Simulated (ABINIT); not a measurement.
# Quasiparticle gap of Ta2O5 (P2/m) in ABINIT, part 3 of 3

How does a plane-wave GW calculation on Ta2O5 (P2/m) run from the first input to the gap?

ABINIT 10.8.3; PBEsol and many-body steps on it, plane waves. Known limits of the many-body steps: not at the basis limit; no spin-orbit coupling; coarse k mesh.

So far. Step 4 (Empty states on the mesh, 4×4×2 mesh, 347 bands): On this mesh the gap is 2.192 eV. Step 5 (Screening, 4×4×2 mesh, 317 bands, screening to 149.7 eV): Local fields lower ε∞ by 6 %. On a Γ-centred mesh this coarse the value itself is usually too large, while a short band sum pulls it down.

### Step 6. Self-energy, 4×4×2 mesh, 317 bands, screening to 149.7 eV

The self-energy is evaluated for the states that the input lists, and the levels follow from it, in one-shot runs by the linearised quasiparticle equation.

This step: G0W0 on PBEsol, plane waves, norm-conserving pseudopotentials.

run.abi reads:

```
acell 3*1.0 Angstrom
rprim 
  3.841408013900 0.000000000000 -0.000000000000
  0.000000000000 3.862715750000 0.000000000000
  -1.818942144500 0.000000000000 6.528959420100
ntypat 2
znucl 73 8
natom 7
typat 1 1 2 2 2 2 2
xred 
  0.649530730000 0.000000000000 0.791314530000
  0.350469270000 0.000000000000 0.208685470000
  0.662124300000 0.500000000000 0.798329290000
  0.337875700000 0.500000000000 0.201670710000
  0.189760570000 0.000000000000 0.870621250000
  0.810239430000 0.000000000000 0.129378750000
  0.500000000000 0.000000000000 0.500000000000
pp_dirpath "pseudos"
pseudos "Ta.upf, O.upf"
ecut 36
ngkpt 4 4 2
nshiftk 1
shiftk 0 0 0
kptopt 1
chksymbreak 0
istwfk *1
occopt 1
irdwfk 1
optdriver 4
nband 317
gwcalctyp 0
ecutsigx 36
symsigma 1
nkptgw 8
kptgw 
  0.5000000000 0.5000000000 0.5000000000
  0.0000000000 0.0000000000 0.5000000000
  0.0000000000 0.0000000000 0.0000000000
  0.5000000000 0.0000000000 0.0000000000
  0.0000000000 0.5000000000 0.0000000000
  0.5000000000 0.5000000000 0.0000000000
  0.5000000000 0.0000000000 0.5000000000
  0.0000000000 0.5000000000 0.5000000000
bdgw 
  27 30
  27 30
  27 30
  27 30
  27 30
  27 30
  27 30
  27 30
ecuteps 5.5
irdscr 1
ppmodel 1
indata_prefix "in"
outdata_prefix "out"
tmpdata_prefix "tmp"
```

Started as:

```sh
> OMP_NUM_THREADS=1 mpirun -n 4 abinit run.abi > log
```

Numbers of over 12 decimals in the logs are rounded to 6 here.

What it wrote:

```text
.Version 10.8.3 of ABINIT. v10.8.2 released Aug 2026.

 Symmetries : space group P2/m (# 10); Bravais mP (primitive monocl.)
[... echo of the input left out ...]
== DATASET  1 ==================================================================
-   mpi_nproc: 4, omp_nthreads: 1 (-1 if OMP is not activated)

--- !DatasetInfo
iteration_state: {dtset: 1, }
dimensions: {natom: 7, nkpt: 18, mband: 317, nsppol: 1, nspinor: 1, nspden: 1, mpw: 6772, }
cutoff_energies: {ecut:  36.0, pawecutdg:  -1.0, }
electrons: {nelect:   5.60000000E+01, charge:   0.00000000E+00, occopt:   1.00000000E+00, tsmear:   1.00000000E-02, }

 SIGMA: Calculation of the GW corrections

 Based on a program developped by R.W. Godby, V. Olevano, G. Onida, and L. Reining.
 Incorporated in ABINIT by V. Olevano, G.-M. Rignanese, and M. Torrent.
.Using double precision arithmetic ; gwpc =  8

[... cell and pseudopotentials left out ...]
--------------------------------------------------------------------------------

 ==== K-mesh for the wavefunctions ====
 Number of points in the irreducible wedge :    18
[... list of points left out ...]
 Together with  4 symmetry operations and time-reversal symmetry
 yields    32 points in the full Brillouin Zone.

 ==== Q-mesh for screening function ====
 Number of points in the irreducible wedge :    18
[... list of points left out ...]
 Together with  4 symmetry operations and time-reversal symmetry
 yields    32 points in the full Brillouin Zone.

 vcoul_init : cutoff-mode = AUXILIARY_FUNCTION
 q-points for optical limit:   1
     1)      0.000010    0.000020    0.000030
 setmesh: FFT mesh size selected  =    40x   40x   72
          total number of points  =       115200

 Number of electrons calculated from density =   56.0000; Expected =   56.0000
 average of density, n =  0.085657
 r_s =    1.4073
 omega_plasma =   28.2317 [eV]

 === KS Band Gaps ===
  >>>> For spin  1
   Minimum direct gap =   2.8584 [eV], located at k-point      :   0.0000  0.0000  0.0000
   Fundamental gap    =   2.1926 [eV], Top of valence bands at :   0.5000  0.5000  0.5000
                                       Bottom of conduction at :   0.0000  0.0000  0.5000
 SIGMA fundamental parameters:
 PLASMON POLE MODEL  1
 number of plane-waves for SigmaX                 6715
 number of plane-waves for SigmaC and W            409
 number of plane-waves for wavefunctions          6715
 number of bands                                   317
 number of independent spin polarizations            1
 number of spinorial components                      1
 number of k-points in IBZ                          18
 number of q-points in IBZ                          18
 number of symmetry operations                       4
 number of k-points in BZ                           32
 number of q-points in BZ                           32
 number of frequencies for dSigma/dE                 9
 frequency step for dSigma/dE [eV]                0.25
 number of omega for Sigma on real axis              0
 max omega for Sigma on real axis  [eV]           0.00
 zcut for avoiding poles [eV]                     0.10

 EPSILON^-1 parameters (SCR file):
 dimension of the eps^-1 matrix on file            409
 dimension of the eps^-1 matrix used               409
 number of plane-waves for wavefunctions          6715
 number of bands                                   317
 number of q-points in IBZ                          18
 number of frequencies                               2
 number of real frequencies                          1
 number of imag frequencies                          1

 matrix elements of self-energy operator (all in [eV])

 Perturbative Calculation

--- !SelfEnergy_ee
iteration_state: {dtset: 1, }
kpoint     : [   0.500,    0.500,    0.500, ]
spin       : 1
KS_gap     :    3.162
QP_gap     :    4.721
Delta_QP_KS:    1.559
data: !SigmaeeData |
     Band     E0 <VxcDFT>   SigX SigC(E0)      Z dSigC/dE  Sig(E)    E-E0       E
       27   3.665 -19.942 -25.155   4.678   0.769  -0.300 -20.354  -0.411   3.254
       28   3.790 -20.141 -25.346   4.691   0.769  -0.301 -20.536  -0.396   3.394
       29   6.952 -15.880  -9.756  -4.703   0.818  -0.222 -14.717   1.163   8.115
       30   8.810 -17.820 -11.194  -4.920   0.799  -0.252 -16.458   1.362  10.172

--- !SelfEnergy_ee
iteration_state: {dtset: 1, }
kpoint     : [   0.000,    0.000,    0.500, ]
spin       : 1
KS_gap     :    2.995
QP_gap     :    4.491
Delta_QP_KS:    1.496
data: !SigmaeeData |
     Band     E0 <VxcDFT>   SigX SigC(E0)      Z dSigC/dE  Sig(E)    E-E0       E
       27   2.958 -20.629 -25.773   4.498   0.782  -0.279 -21.134  -0.505   2.453
       28   2.988 -18.959 -23.942   4.349   0.769  -0.300 -19.447  -0.488   2.499
       29   5.982 -15.100  -9.533  -4.347   0.826  -0.211 -14.093   1.008   6.990
       30   6.464 -15.474  -9.604  -4.563   0.823  -0.215 -14.398   1.076   7.539

--- !SelfEnergy_ee
iteration_state: {dtset: 1, }
kpoint     : [   0.000,    0.000,    0.000, ]
spin       : 1
KS_gap     :    2.858
QP_gap     :    4.323
Delta_QP_KS:    1.465
data: !SigmaeeData |
     Band     E0 <VxcDFT>   SigX SigC(E0)      Z dSigC/dE  Sig(E)    E-E0       E
       27   3.127 -20.797 -26.001   4.582   0.780  -0.283 -21.282  -0.484   2.642
       28   3.164 -19.495 -24.458   4.379   0.770  -0.299 -19.944  -0.449   2.715
[...]
--- !SelfEnergy_ee
iteration_state: {dtset: 1, }
kpoint     : [   0.500,    0.000,    0.000, ]
spin       : 1
KS_gap     :    3.273
QP_gap     :    4.829
Delta_QP_KS:    1.557
data: !SigmaeeData |
     Band     E0 <VxcDFT>   SigX SigC(E0)      Z dSigC/dE  Sig(E)    E-E0       E
[...]
--- !SelfEnergy_ee
iteration_state: {dtset: 1, }
kpoint     : [   0.000,    0.500,    0.000, ]
spin       : 1
KS_gap     :    4.630
QP_gap     :    6.242
Delta_QP_KS:    1.612
data: !SigmaeeData |
     Band     E0 <VxcDFT>   SigX SigC(E0)      Z dSigC/dE  Sig(E)    E-E0       E
[...]
--- !SelfEnergy_ee
iteration_state: {dtset: 1, }
kpoint     : [   0.500,    0.500,    0.000, ]
spin       : 1
KS_gap     :    3.248
QP_gap     :    4.811
Delta_QP_KS:    1.564
data: !SigmaeeData |
     Band     E0 <VxcDFT>   SigX SigC(E0)      Z dSigC/dE  Sig(E)    E-E0       E
[...]
--- !SelfEnergy_ee
iteration_state: {dtset: 1, }
kpoint     : [   0.500,    0.000,    0.500, ]
spin       : 1
KS_gap     :    3.283
QP_gap     :    4.838
Delta_QP_KS:    1.555
data: !SigmaeeData |
     Band     E0 <VxcDFT>   SigX SigC(E0)      Z dSigC/dE  Sig(E)    E-E0       E
[...]
30   6.872 -15.863  -9.830  -4.628   0.819  -0.222 -14.713   1.150   8.022

--- !SelfEnergy_ee
iteration_state: {dtset: 1, }
kpoint     : [   0.000,    0.500,    0.500, ]
spin       : 1
KS_gap     :    4.488
QP_gap     :    6.121
Delta_QP_KS:    1.633
data: !SigmaeeData |
     Band     E0 <VxcDFT>   SigX SigC(E0)      Z dSigC/dE  Sig(E)    E-E0       E
       27   2.445 -18.456 -23.822   4.612   0.771  -0.298 -19.037  -0.581   1.864
       28   3.455 -19.722 -24.896   4.582   0.769  -0.300 -20.177  -0.455   3.000
       29   7.943 -16.013  -9.562  -5.002   0.813  -0.230 -14.835   1.178   9.121
       30   9.211 -18.015 -11.843  -4.534   0.795  -0.258 -16.712   1.303  10.514

== END DATASET(S) ==============================================================
================================================================================

 -outvars: echo values of variables after computation  --------
           etotal      0.0000000000E+00
            nband         317
             nkpt          18
          spgroup          10
 [... the other variables as echoed above ...]

 Calculation completed.
```

Run time: 5 min. Hardware: 4 MPI ranks of Arm Neoverse V2, shared host; peak memory 4.7 GiB.

This step gave:

- G0W0 gap on the mesh: 3.596 eV
- starting gap on the mesh: 2.192 eV
- k of the valence top: 0.5, 0.5, 0.5
- k of the conduction bottom: 0, 0, 0.5
- Z at the valence top: 0.769
- Z at the conduction bottom: 0.826
- least direct G0W0 gap on the computed points: 4.323 eV

The gap on the mesh goes from 2.19 eV to 3.60 eV, a correction of +1.40 eV.

Limits: finite bands, cutoff and mesh; no spin-orbit coupling; coarse k mesh. v1 is the top filled band, c1 the lowest empty one. Levels before and after the correction, in eV, zero at the valence-band top of each column:

|  | conduction bottom | valence top |
| --- | --- | --- |
| Kohn-Sham | 2.19 | 0.00 |
| G0W0 | 3.60 | 0.00 |

|  | level | energy (eV) |
| --- | --- | --- |
| Kohn-Sham | (0.5 0.5 0.5) v2 | -0.125 |
| Kohn-Sham | (0.5 0.5 0.5) v1 | 0.000 |
| Kohn-Sham | (0.5 0.5 0.5) c1 | 3.162 |
| Kohn-Sham | (0.5 0.5 0.5) c2 | 5.020 |
| Kohn-Sham | (0 0 0.5) v2 | -0.832 |
| Kohn-Sham | (0 0 0.5) v1 | -0.802 |
| Kohn-Sham | (0 0 0.5) c1 | 2.192 |
| Kohn-Sham | (0 0 0.5) c2 | 2.674 |
| G0W0 | (0.5 0.5 0.5) v2 | -0.140 |
| G0W0 | (0.5 0.5 0.5) v1 | 0.000 |
| G0W0 | (0.5 0.5 0.5) c1 | 4.721 |
| G0W0 | (0.5 0.5 0.5) c2 | 6.778 |
| G0W0 | (0 0 0.5) v2 | -0.941 |
| G0W0 | (0 0 0.5) v1 | -0.895 |
| G0W0 | (0 0 0.5) c1 | 3.596 |
| G0W0 | (0 0 0.5) c2 | 4.145 |

### Step 7. Where the time went

Times are wall times on 4 MPI ranks of Arm Neoverse V2, shared host, good to a factor of about two.

| step | time | share | memory (GiB) |
| --- | --- | --- | --- |
| ground state | 3.2 min | 10 % | 0.53 |
| bands along the symmetry lines | 50 s | 3 % | 0.45 |
| empty states on the mesh | 9.9 min | 31 % | 1.0 |
| screening | 13 min | 40 % | 5.2 |
| self-energy | 5 min | 16 % | 4.7 |

### Step 8. Outcome

```json
{
 "PBEsol gap": "2.19 eV, indirect",
 "G0W0 gap on the mesh": "3.60 eV",
 "GW settings": "4×4×2 mesh, 317 bands, screening to 149.7 eV, Godby-Needs plasmon pole",
 "known limits": "not at the basis limit; no spin-orbit coupling; coarse k mesh"
}
```

In words: G0W0 moves the gap on the mesh from 2.19 eV to 3.60 eV (+1.40 eV), with Z of 0.77 and 0.83 at the edges. Local fields lower the RPA ε∞ on this mesh from 6.11 to 5.75; a Γ-centred mesh this coarse tends to raise both, most where the direct gap is narrow, while a short band sum lowers them. Bands and cutoff are finite, so the gap is not at the basis limit. The miss can reach some tenths of an eV and take either sign; the mesh is an error of its own. The 4×4×2 mesh is coarse for this cell, which bears on the long-range parts of exchange and screening. The many-body steps are scalar-relativistic: spin-orbit coupling is not in them.

[Paths, hosts, dates, memory and timing lines, banners, echoed tables and standing remarks are left out of the program output.]

[Logs are printed without paths, hosts, clocks, repeated set-up lines and the standing remarks that a program may print on its own settings, such as how far it seeks lower states.]

[Runs of the session that timed out or met a known fault of the program may be left out.]

[Hosts, paths, dates, database ids (printed as entryN), source tags and the programs' standing remarks are cut or masked in the printed files.]

[G0W0 gaps are taken among the corrected bands and points alone; a level outside them can change the order at an edge.]

[Where Ansatz stands beside ABINIT at settings called matched, ABINIT's density can come from a denser mesh and the files from another edition; pairs whose starting gaps differed by over 0.03 eV were left out, so agreement reads better than it is.]
